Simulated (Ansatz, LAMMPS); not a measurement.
# Amorphous 41Ga2O3-59SiO2 (mol %) (111 atoms) under strain, part 2 of 3

How stiff is amorphous 41Ga2O3-59SiO2 (mol %) (111 atoms), and how do its levels respond to strain?

Ansatz 0.2.0; Kohn-Sham DFT, PBE, PAW (set soft_2), plane waves.

The cell: 24 Ga, 17 Si and 70 O. The quench rate of 50 K/ps far exceeds what a furnace or splat quench reaches. The network of bonds at the start is that of the classical potential that made the cell. Sampling is at Γ alone.

So far. Step 2 (Single point at the start): The r.m.s. force at the start is 0.89 eV/Å. Step 3 (Cell and atoms relaxed): The relaxation converged after 47 steps, with a largest force component of 0.0088 eV/Å.

### 4. Single point at the relaxed geometry

One more single point at the end of the walk gives the fuller output and checks the residual forces.

Contents of input.yaml:

```yaml
crystal:
  lattice:
    - [11.04477, -0.23677, 0.2905]
    - [-0.23677, 11.27063, 0.16567]
    - [0.2905, 0.16567, 11.25843]
  atoms:
    - { symbol: Ga, position: [0.71512, 0.90954, 0.27994] }
    - { symbol: Ga, position: [0.27266, 0.8324, 0.69102] }
    - { symbol: Ga, position: [0.53288, 0.21999, 0.00168] }
    - { symbol: Ga, position: [0.45428, 0.96183, 0.9655] }
    - { symbol: Ga, position: [0.35622, 0.83172, 0.30216] }
    - { symbol: Ga, position: [0.42899, 0.55455, 0.29345] }
    [... 99 atom lines left out ...]
    - { symbol: O, position: [0.70381, 0.77597, 0.1622] }
    - { symbol: O, position: [0.90875, 0.2337, 0.13871] }
    - { symbol: O, position: [0.43486, 0.71343, 0.22279] }
    - { symbol: O, position: [0.82552, 0.29343, 0.78944] }
    - { symbol: O, position: [0.41887, 0.47264, 0.65717] }
    - { symbol: O, position: [0.59039, 0.96171, 0.05204] }
kpoints:
  mp_grid: { grid: [1, 1, 1] }
hamiltonian:
  xc: pbe
scf:
  occupations: { method: fixed }
output:
  forces: true
  stress: true
  populations: true
  dos:
    method: { smearing: { sigma: 0.1 } }
    de: 0.1
    projected: { site_lists: { Ga: [Ga], O: [O], Si: [Si] } }
  eigenvalues: true
  write_density: true
  write_potential: true
  volumetric_format: npy
```

Started as:

```
$ ansatz run input.yaml --threads 4 --pin off --max-ram 8192MiB --backend cpu --events-out ev --progress --plain --runs-dir out
```

Numbers of over 12 decimals in the logs are rounded to 6 here.

What it wrote:

```text
[...]
Crystal: 111 atoms, lattice volume = 1399.558 Å³
Basis set: ecut = 420 eV, 27351 PW (Γ), exchange–correlation on 150×160×160 points (8 copies of the dense FFT grid, shifted against one another)
Bands: 511, of which v1, the nominal top of the filled ones, is band 400 counted from 1 (399 counted from 0)
Symmetry: 1 space group operations
[...]
k-points: 1
[...]
SCF iter   1: F=—  HF=-141384.223727 eV  |F-HF|=—  |Δ(HF+E_count)|=         —  Δρ=2.34e-3  dr2=1.28e-1  ethr=1.77e-3  ⟨swp⟩=5.0  Hψ=1839  notcnv=0  defer=108
[...]
SCF iter  10: F=-141384.204247 eV  HF=-141384.204247 eV  |F-HF|=3.60e-8  |Δ(HF+E_count)|=   2.76e-8  Δρ=1.98e-6  dr2=5.33e-8  ethr=1.25e-11  ⟨swp⟩=17.0  Hψ=4526  notcnv=0
SCF 1 converged in 10 iterations: F = -141384.204247 eV  dr2 = 5.33e-8
[...]
WARN: The input density's exchange-correlation potential varies sharply where the density is thin. Do not read a vacuum level from v_tot or v_xc, or from such a field of the output density. On a cell that repeats whose density bears no net charge and no dipole along the vacuum's axis use v_es (v_loc + v_h of the components); [...]
SCF converged after 10 iterations
Free energy (F): -141384.204247 eV
[...]
Internal energy: -141384.204247 eV  (E = F + TS)
E sigma→0 (E₀):  -141384.204247 eV
Fermi energy:    4.729411 eV
[...]
--- Forces (eV/Å), atoms counted from 1 ---
  atom   1  Ga     0.00363164     0.00489728    -0.00547397
  atom   2  Ga     0.00347517     0.00178437     0.00047824
  atom   3  Ga     0.00158337     0.00123741     0.00105184
  atom   4  Ga    -0.00302006    -0.00083433    -0.00110386
  atom   5  Ga    -0.00251629     0.00521951    -0.00420391
  atom   6  Ga    -0.00030145     0.00064769     0.00017493
  atom   7  Ga    -0.00067163     0.00786857    -0.00412209
  atom   8  Ga     0.00381493    -0.00098003     0.00015347
  atom   9  Ga     0.00204148     0.00082597     0.00022407
  atom  10  Ga    -0.00145887    -0.00347552    -0.00489897
  atom  11  Ga    -0.00200606    -0.00314088     0.00872700
  atom  12  Ga    -0.00109559    -0.00087462     0.00071745
  atom  13  Ga    -0.00223490    -0.00099561     0.00322174
  atom  14  Ga     0.00517607     0.00680753    -0.00308456
[...]
atom 110  O      0.00008710    -0.00166926     0.00128155
  atom 111  O     -0.00285000     0.00020145    -0.00107209
  max |Σ_I F_I| component: 7.92e-5 eV/Å
--- Stress (GPa, compression-positive) ---
       -0.006601      -0.004026       0.001618
       -0.004027      -0.002560       0.001464
        0.001618       0.001466       0.002618
  P = ⅓ Tr σ = -0.0022 GPa (-0.022 kbar)
--- Band table (eV) ---
[...]
--- Löwdin populations: 111 sites ---
  site symbol       q [e]
     0     Ga     11.9132
     1     Ga     11.9349
     2     Ga     11.8913
[...]
110      O      6.7122
  spilling = 0.006861 (of n_electrons = 800.000000)
```

It took 27 s on 4 threads of Intel Xeon Platinum 8488C (Sapphire Rapids), shared host; peak memory 2.2 GiB.

The program notes that the exchange-correlation potential is rough where the density is thin.

Read from the output:

| Item | Value |
| --- | --- |
| free energy | -141384.2042 eV |
| free energy per atom | -1273.7316 eV/atom |
| SCF cycles | 10 |
| pressure | -0.002181 GPa |
| r.m.s. force component | 0.0026 eV/Å |
| longest force | 0.0109 eV/Å |
| Fermi energy | 4.729 eV |
| gap (highest filled to lowest empty level) | 2.281 eV |
| spilling of the projection | 0.006861 |

### 5. Volume -3 %

The relaxed cell is scaled evenly and the atoms are relaxed again; the stress at the end gives one point of P(V).

input.yaml, the sections that differ from step 4:

```yaml
crystal:
  lattice:
    - [10.9332, -0.23438, 0.28757]
    - [-0.23438, 11.15678, 0.164]
    - [0.28757, 0.164, 11.1447]
  atoms:
    [... the 111 atom lines of step 4 ...]
output:
  forces: true
  eigenvalues: true
  stress: true
relax:
  f_tol: 0.05
  max_steps: 70
# kpoints, hamiltonian, scf: as in step 4
```

What it wrote:

```text
Warning: output.stress: scf.convergence.dr2_threshold = 1e-7 eV (the SCF's general default) is looser than the 1.08e-8 eV advised for a printed stress (1e-10 eV for each atom of the cell: 111, of which 108 are counted). What an SCF threshold leaves in a stress goes as its square root, and in the free energy as the threshold itself, and one threshold admits the most on a small cell: [...]
[...]
Crystal: 111 atoms, lattice volume = 1357.572 Å³
Basis set: ecut = 420 eV, 26579 PW (Γ), exchange–correlation on 150×150×150 points (8 copies of the dense FFT grid, shifted against one another)
Bands: 511, of which v1, the nominal top of the filled ones, is band 400 counted from 1 (399 counted from 0)
Symmetry: 1 space group operations
[...]
k-points: 1
[...]
SCF iter   1: F=—  HF=-141383.542221 eV  |F-HF|=—  |Δ(HF+E_count)|=         —  Δρ=2.37e-3  dr2=1.14e-1  ethr=1.77e-3  ⟨swp⟩=5.0  Hψ=1840  notcnv=0  defer=107
[...]
SCF iter   6: F=-141383.525486 eV  HF=-141383.525495 eV  |F-HF|=8.59e-6  |Δ(HF+E_count)|=   3.73e-5  Δρ=4.07e-5  dr2=2.63e-5  ethr=7.81e-9  ⟨swp⟩=13.0  Hψ=3149  notcnv=0
SCF 1 converged in 6 iterations: F = -141383.525486 eV  dr2 = 2.63e-5
[...]
relax step   1: F+E_penalty+E_count = -141383.52548635 eV  Δ(F+E_penalty+E_count) = +0.000e0 eV  max|allowed force component| = 5.445e-1 eV/Å  Δτ_max = 0.0000 Å  (6 SCF iters, dr2 threshold 6.25e-5 eV, accepted)
[...]
relax step   2: F+E_penalty+E_count = -141383.71718096 eV  Δ(F+E_penalty+E_count) = -1.917e-1 eV  max|allowed force component| = 3.357e-1 eV/Å  Δτ_max = 0.0340 Å  (6 SCF iters, dr2 threshold 1.85e-5 eV, accepted)
[...]
relax step   3: F+E_penalty+E_count = -141383.86457237 eV  Δ(F+E_penalty+E_count) = -1.474e-1 eV  max|allowed force component| = 1.679e-1 eV/Å  Δτ_max = 0.0583 Å  (8 SCF iters, dr2 threshold 7.04e-6 eV, accepted)
relax step   4: F+E_penalty+E_count = -141383.84370214 eV  Δ(F+E_penalty+E_count) = +2.087e-2 eV  max|allowed force component| = 3.997e-1 eV/Å  Δτ_max = 0.2000 Å  (8 SCF iters, dr2 threshold 7.06e-6 eV, rejected (line search))
relax step   5: F+E_penalty+E_count = -141383.90247407 eV  Δ(F+E_penalty+E_count) = -3.790e-2 eV  max|allowed force component| = 1.724e-1 eV/Å  Δτ_max = 0.0793 Å  (10 SCF iters, accepted)
relax step   6: F+E_penalty+E_count = -141383.90582767 eV  Δ(F+E_penalty+E_count) = -3.354e-3 eV  max|allowed force component| = 1.186e-1 eV/Å  Δτ_max = 0.1000 Å  (7 SCF iters, dr2 threshold 7.44e-6 eV, accepted)
relax step   7: F+E_penalty+E_count = -141383.91751785 eV  Δ(F+E_penalty+E_count) = -1.169e-2 eV  max|allowed force component| = 8.611e-2 eV/Å  Δτ_max = 0.0591 Å  (7 SCF iters, dr2 threshold 6.65e-6 eV, accepted)
relax step   8: F+E_penalty+E_count = -141383.92041793 eV  Δ(F+E_penalty+E_count) = -2.900e-3 eV  max|allowed force component| = 4.948e-2 eV/Å  Δτ_max = 0.0333 Å  (6 SCF iters, dr2 threshold 3.51e-6 eV, accepted)
[...]
relax step   9: F+E_penalty+E_count = -141383.92041862 eV  Δ(F+E_penalty+E_count) = -6.901e-7 eV  max|allowed force component| = 4.989e-2 eV/Å  Δτ_max = 0.0000 Å  (4 SCF iters, accepted)
SCF converged after 4 iterations
Free energy (F): -141383.920419 eV
[...]
Internal energy: -141383.920419 eV  (E = F + TS)
E sigma→0 (E₀):  -141383.920419 eV
Fermi energy:    5.024864 eV
[...]
--- Forces (eV/Å), atoms counted from 1 ---
  atom   1  Ga     0.01873942    -0.00197642     0.00861632
  atom   2  Ga    -0.00310925     0.00551418    -0.01125681
  atom   3  Ga    -0.00428382     0.00349204    -0.00334930
  atom   4  Ga    -0.00653361     0.00803528    -0.01673323
  atom   5  Ga    -0.00820060     0.00072500    -0.00925469
  atom   6  Ga    -0.00223944     0.00803792     0.00019217
  atom   7  Ga    -0.00443004     0.00084818     0.01311388
  atom   8  Ga    -0.04988580     0.02807327     0.00167928
  atom   9  Ga     0.00163420    -0.00285546     0.00511319
  atom  10  Ga     0.00233880     0.00930515    -0.00656552
  atom  11  Ga    -0.01737926     0.00693700    -0.00687449
  atom  12  Ga     0.01276202     0.00520571     0.00021467
  atom  13  Ga    -0.00311399    -0.00391328     0.00199377
  atom  14  Ga     0.00475779     0.01706657     0.01222934
[...]
atom 110  O     -0.00284552     0.00671902    -0.00249280
  atom 111  O     -0.00884328    -0.00769335    -0.00863012
  max |Σ_I F_I| component: 6.56e-5 eV/Å
--- Stress (GPa, compression-positive) ---
        2.568553       0.013232       0.238068
        0.013231       1.936869      -0.109522
        0.238067      -0.109521       2.259123
  P = ⅓ Tr σ = 2.2548 GPa (22.548 kbar)
--- Band table (eV) ---
[...]
--- Relaxed structure (9 steps of the walk, 8 accepted, 0 SCFs on fresh bases) ---
  F+E_penalty+E_count = -141383.92041862 eV   max|allowed force component| = 4.989e-2 eV/Å
  atoms:
    - { symbol: Ga, position: [0.715161, 0.909161, 0.281262] }
    - { symbol: Ga, position: [0.270115, 0.834537, 0.690662] }
    - { symbol: Ga, position: [0.530292, 0.221964, 0.000186683] }
    - { symbol: Ga, position: [0.448148, 0.960058, 0.968986] }
[...]
- { symbol: O, position: [0.588471, 0.948847, 0.053915] }
```

The job ended after 2.6 min (4 threads; peak memory 2.2 GiB; 9.5 min of CPU time).

The program notes that the SCF threshold is loose for the stress.

The relaxation converged after 9 steps, 0.395 eV below its start, with a largest force component of 0.050 eV/Å.

Volume -3 %: the energy stands 0.284 eV above that of the reference, at a pressure of 2.25 GPa.

### 6. Volume +3 %

The relaxed cell is scaled to another volume.

input.yaml, the sections that differ from step 5:

```yaml
crystal:
  lattice:
    - [11.15413, -0.23911, 0.29338]
    - [-0.23911, 11.38223, 0.16731]
    - [0.29338, 0.16731, 11.36991]
  atoms:
    [... the 111 atom lines of step 4 ...]
# kpoints, hamiltonian, scf, output, relax: as in step 5
```

What it wrote:

```text
[...]
Crystal: 111 atoms, lattice volume = 1441.546 Å³
Basis set: ecut = 420 eV, 28133 PW (Γ), exchange–correlation on 150×160×160 points (8 copies of the dense FFT grid, shifted against one another)
Bands: 511, of which v1, the nominal top of the filled ones, is band 400 counted from 1 (399 counted from 0)
Symmetry: 1 space group operations
[...]
k-points: 1
[...]
SCF iter   1: F=—  HF=-141383.596769 eV  |F-HF|=—  |Δ(HF+E_count)|=         —  Δρ=2.35e-3  dr2=1.44e-1  ethr=1.77e-3  ⟨swp⟩=5.0  Hψ=1839  notcnv=0  defer=108
[...]
SCF iter   5: F=—  HF=-141383.575921 eV  |F-HF|=—  |Δ(HF+E_count)|=   8.62e-5  Δρ=1.67e-4  dr2=3.79e-4  ethr=1.20e-7  ⟨swp⟩=2.0  Hψ=802  notcnv=0  defer=109
SCF iter   6: F=-141383.575817 eV  HF=-141383.575836 eV  |F-HF|=1.91e-5  |Δ(HF+E_count)|=   8.48e-5  Δρ=4.76e-5  dr2=3.95e-5  ethr=7.81e-9  ⟨swp⟩=12.0  Hψ=2959  notcnv=0
SCF 1 converged in 6 iterations: F = -141383.575817 eV  dr2 = 3.95e-5
[...]
relax step   1: F+E_penalty+E_count = -141383.57581721 eV  Δ(F+E_penalty+E_count) = +0.000e0 eV  max|allowed force component| = 4.796e-1 eV/Å  Δτ_max = 0.0000 Å  (6 SCF iters, dr2 threshold 6.25e-5 eV, accepted)
[...]
relax step   2: F+E_penalty+E_count = -141383.75132093 eV  Δ(F+E_penalty+E_count) = -1.755e-1 eV  max|allowed force component| = 3.062e-1 eV/Å  Δτ_max = 0.0353 Å  (6 SCF iters, dr2 threshold 1.44e-5 eV, accepted)
[...]
relax step   3: F+E_penalty+E_count = -141383.88347781 eV  Δ(F+E_penalty+E_count) = -1.322e-1 eV  max|allowed force component| = 1.854e-1 eV/Å  Δτ_max = 0.0553 Å  (8 SCF iters, dr2 threshold 5.86e-6 eV, accepted)
relax step   4: F+E_penalty+E_count = -141383.91912016 eV  Δ(F+E_penalty+E_count) = -3.564e-2 eV  max|allowed force component| = 5.101e-1 eV/Å  Δτ_max = 0.2000 Å  (8 SCF iters, dr2 threshold 1.26e-5 eV, accepted)
relax step   5: F+E_penalty+E_count = -141383.94562121 eV  Δ(F+E_penalty+E_count) = -2.650e-2 eV  max|allowed force component| = 2.754e-1 eV/Å  Δτ_max = 0.0387 Å  (5 SCF iters, dr2 threshold 9.55e-5 eV, accepted)
relax step   6: F+E_penalty+E_count = -141383.91630058 eV  Δ(F+E_penalty+E_count) = +2.932e-2 eV  max|allowed force component| = 1.817e-1 eV/Å  Δτ_max = 0.2000 Å  (8 SCF iters, dr2 threshold 2.21e-5 eV, rejected (line search))
relax step   7: F+E_penalty+E_count = -141383.95981052 eV  Δ(F+E_penalty+E_count) = -1.419e-2 eV  max|allowed force component| = 1.053e-1 eV/Å  Δτ_max = 0.0569 Å  (10 SCF iters, accepted)
[...]
relax step   8: F+E_penalty+E_count = -141383.96863809 eV  Δ(F+E_penalty+E_count) = -8.828e-3 eV  max|allowed force component| = 3.433e-2 eV/Å  Δτ_max = 0.0792 Å  (9 SCF iters, accepted)
SCF converged after 9 iterations
Free energy (F): -141383.968638 eV
[...]
Internal energy: -141383.968638 eV  (E = F + TS)
E sigma→0 (E₀):  -141383.968638 eV
Fermi energy:    4.433960 eV
[...]
Σ components = -141383.968638   (vs F -141383.968638, Δ=0.00e0)
--- Forces (eV/Å), atoms counted from 1 ---
  atom   1  Ga    -0.00229617     0.00908843    -0.01130506
  atom   2  Ga     0.01263858     0.00175919     0.00266631
  atom   3  Ga    -0.00100268     0.00096438     0.00134463
  atom   4  Ga     0.01177325     0.00178116     0.00163187
[...]
atom 111  O      0.00624916    -0.00026801    -0.00790077
  max |Σ_I F_I| component: 6.35e-5 eV/Å
--- Stress (GPa, compression-positive) ---
       -1.829376      -0.219365       0.081784
       -0.219365      -1.618913      -0.010806
        0.081784      -0.010805      -1.688469
  P = ⅓ Tr σ = -1.7123 GPa (-17.123 kbar)
--- Band table (eV) ---
[...]
--- Relaxed structure (8 steps of the walk, 7 accepted, 0 SCFs on fresh bases) ---
  F+E_penalty+E_count = -141383.96863809 eV   max|allowed force component| = 3.433e-2 eV/Å
  atoms:
    - { symbol: Ga, position: [0.713617, 0.907257, 0.278327] }
    - { symbol: Ga, position: [0.275057, 0.827470, 0.694029] }
    - { symbol: Ga, position: [0.535765, 0.218112, 0.0040421] }
    - { symbol: Ga, position: [0.460597, 0.961532, 0.963913] }
[...]
- { symbol: O, position: [0.595581, 0.964705, 0.048628] }
```

Run time: 2.2 min. Hardware: 4 threads; peak memory 2.3 GiB; 8.2 min of CPU time.

The relaxation converged after 8 steps, 0.393 eV below its start, with a largest force component of 0.034 eV/Å.

Volume +3 %: the energy stands 0.236 eV above that of the reference, at a pressure of -1.71 GPa.

### 7. Volume -6 %

The relaxed cell is scaled to another volume.

Input and log are left out; they have the form of those shown for this kind of step.

Wall time 2.4 min (4 threads of Intel Xeon Platinum 8488C (Sapphire Rapids), shared host); peak memory 2.1 GiB; 9.1 min of CPU time.

The relaxation converged after 10 steps, 1.74 eV below its start, with a largest force component of 0.032 eV/Å.

Volume -6 %: the energy stands 1.16 eV above that of the reference, at a pressure of 4.42 GPa.

### 8. Volume +6 %

The relaxed cell is scaled to another volume.

Input and log are left out; they have the form of those shown for this kind of step.

It took 3 min on 4 threads of Intel Xeon Platinum 8488C (Sapphire Rapids), shared host; peak memory 2.4 GiB.

The relaxation converged after 9 steps, 1.48 eV below its start, with a largest force component of 0.040 eV/Å.

Volume +6 %: the energy stands 0.866 eV above that of the reference, at a pressure of -3.13 GPa.

### 9. Volume -10 %

The relaxed cell is scaled to another volume.

Input and log are left out; they have the form of those shown for this kind of step.

Wall time 3.1 min (4 threads of Intel Xeon Platinum 8488C (Sapphire Rapids), shared host); peak memory 2 GiB; 11 min of CPU time.

The relaxation converged after 10 steps, 5.29 eV below its start, with a largest force component of 0.039 eV/Å.

Volume -10 %: the energy stands 3.45 eV above that of the reference, at a pressure of 8.67 GPa.

[end of part 2 of 3]

[Logs are printed without paths, hosts, clocks, repeated set-up lines and the standing remarks that a program may print on its own settings, such as how far it seeks lower states.]

[Hosts, paths, dates, database ids (printed as entryN), source tags and the programs' standing remarks are cut or masked in the printed files.]
